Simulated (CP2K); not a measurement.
Two runs for the C K edge of fluoromethane. Run A: CP2K XAS_TDP, all-electron GAPW, PBEh(45%), aug-cc-pVTZ, TDA, no relativity. Run B differs in one setting.

First lines with a strength over 0.0015. A:

| atom | energy (eV) | states | strength, one atom |
| --- | --- | --- | --- |
| C1 (bonded to F and 3 H) | 284.37 | 1 | 0.0509 |
|  | 286.25 | 2 | 0.0550 |
|  | 287.80 | 1 | 0.0155 |
|  | 287.91 | 2 | 0.0187 |
|  | 288.47 | 2 | 0.0202 |

B:

| atom | energy (eV) | states | strength, one atom |
| --- | --- | --- | --- |
| C1 (bonded to F and 3 H) | 286.31 | 1 | 0.0553 |
|  | 288.21 | 2 | 0.0669 |
|  | 289.92 | 1 | 0.0172 |
|  | 289.99 | 2 | 0.0156 |
|  | 290.65 | 2 | 0.0200 |

**Question.** Which was it: scalar relativity switched on, the functional, GW2X switched on, the basis?

The functional (functional from PBEh(45%) to BHandHLYP; the lines alone don't name the new value). A functional moves all lines by electronvolts and changes their spacings and strengths. Against PBEh(45%) in aug-cc-pVTZ, the leading line moves by +1.94 eV, to 286.31 eV; the strength of C1's goes from 0.0509 to 0.0553.

[Hosts, paths, dates, database ids (printed as entryN), source tags and the programs' standing remarks are cut or masked in the printed files.]
